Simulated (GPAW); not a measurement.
Two runs for the O K edge of atom 3 in BaTiO3 (P4mm). Run A: GPAW, LDA, full core hole (charged cell), 10-atom cell with 5.7 Å between holes, 6×6×6 k points, dipole transitions, Gaussian full width 0.9 eV up to 4 eV, rising linearly to 3.5 eV at 25 eV. Run B differs in one choice.

Energy from the lowest empty level; intensity scaled to a mean of 1 over the first 20 eV:

```
E (eV)     A     B
 -2.00  0.00  0.00
 -1.25  0.00  0.00
 -0.50  0.01  0.00
  0.25  0.18  0.14
  1.00  0.98  0.79
  1.75  1.05  1.20
  2.50  0.61  0.53
  3.25  0.85  0.76
  4.00  0.86  0.83
  4.75  1.40  1.19
  5.50  1.53  1.77
  6.25  1.46  1.56
  7.00  1.48  1.49
  7.75  0.91  1.12
  8.50  0.39  0.53
  9.25  0.30  0.26
 10.00  0.50  0.32
 10.75  0.90  0.60
 11.50  1.37  1.01
 12.25  1.65  1.40
 13.00  1.58  1.58
 13.75  1.37  1.48
 14.50  1.26  1.32
 15.25  1.20  1.26
 16.00  1.05  1.23
 16.75  0.90  1.12
 17.50  0.82  0.96
 18.25  0.78  0.84
 19.00  0.69  0.76
 19.75  0.57  0.65
 20.50  0.46  0.52
 21.25  0.42  0.43
 22.00  0.42  0.39
 22.75  0.44  0.40
 23.50  0.46  0.42
 24.25  0.48  0.43
 25.00  0.51  0.45
 25.75  0.56  0.48
 26.50  0.62  0.52
 27.25  0.69  0.58
 28.00  0.77  0.64
 28.75  0.85  0.72
 29.50  0.92  0.80
 30.25  0.99  0.87
 31.00  1.05  0.94
 31.75  1.09  1.00
```

The database entry behind the starting cell differs from later determinations by our own check (c/a about 0.6 % short), so it need not match the best structure at ambient conditions.

What was changed?
a) the plane-wave cutoff
b) the k mesh of the field
c) the size of the supercell
d) the volume of the cell

(d): run B changes the volume scale from 1 to 0.94. The scaled spectrum changes by 15 % r.m.s. Another feature, at 5.6 eV (1.78), becomes the highest below 16 eV; the one at 12.5 eV (1.66) is now at 13.1 eV (1.58). Other settings could leave a like mark; this is the one that was changed.

[Banner, clock and machine lines of the logs are left out without a mark of their own.]

[Logs are printed without paths, hosts, clocks, repeated set-up lines and the standing remarks that a program may print on its own settings, such as how far it seeks lower states.]

[Hosts, paths, dates, database ids (printed as entryN), source tags and the programs' standing remarks are cut or masked in the printed files.]

[Lists of maxima count a maximum above −3 eV only where it reaches 4 % of the highest in the window and stands out from its surroundings by 2 % of it (1.5 % where it reaches 55 %); shoulders and weaker maxima are passed over, and of the rest the first, up to two pre-edge ones and the few strongest are named.]
